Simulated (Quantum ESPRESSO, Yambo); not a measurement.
Planning a run of Yambo 5.3.0 on CdWO4 (P2/c). The input:

```
optics
bss
bse
em1s
dipoles
rim_cut
RandQpts= 1000000
RandGvec= 1 RL
Chimod= "HARTREE"
BSKmod= "HARTREE"
BSEmod= "resonant"
BSSmod= "h"
BSENGexx= 30 Ry
BSENGBlk= 6 Ry
% BSEQptR
 1 | 1 |
%
% BSEBands
 39 | 68 |
%
% BEnRange
 0 | 10 | eV
%
% BDmRange
 0.1 | 0.1 | eV
%
BEnSteps= 101
% BLongDir
 1 | 0 | 0 |
%
% BndsRnXs
 1 | 131 |
%
NGsBlkXs= 6 Ry
% LongDrXs
 1 | 1 | 1 |
%
% KfnQP_E
 1.805 | 1.0 | 1.0 |
%
BSHayTrs= -0.02
```

```sh
OMP_NUM_THREADS=1 mpirun -n 8 yambo -F bse9.in -J bse9,bse3_W -C bse9 > bse9.log
```

The stored states that it reads are on a 4×2×2 mesh. The structure is monoclinic, space group P2/c (No. 13). The conventional cell has a = 5.040 Å, b = 5.870 Å, c = 5.084 Å, α = 90.00°, β = 91.48°, γ = 90.00°. Cd has 6 O at 2.20 to 2.43 Å nearest. W has 6 O at 1.78 to 2.15 Å nearest. Nearest to O lie 2 W at 1.92 to 2.15 Å and 1 Cd at 2.20 Å. O has 1 W at 1.78 Å and 2 Cd at 2.28 to 2.43 Å nearest. Farther neighbours and most contacts between anions are not listed.

How long will it take on 8 MPI ranks of Arm Neoverse V2, shared host, and how much memory?

It took 16 s; on shared hardware allow 7.9 s to 32 s. Peak host memory was 3.2 GiB.

The kernel grows as the square of the matrix size, and full diagonalisation as its cube.

[Paths, hosts, dates, memory and timing lines, banners, echoed tables and standing remarks are left out of the program output.]

[Logs are printed without paths, hosts, clocks, repeated set-up lines and the standing remarks that a program may print on its own settings, such as how far it seeks lower states.]

[Runs of the session that timed out or met a known fault of the program may be left out.]

[Hosts, paths, dates, database ids (printed as entryN), source tags and the programs' standing remarks are cut or masked in the printed files.]
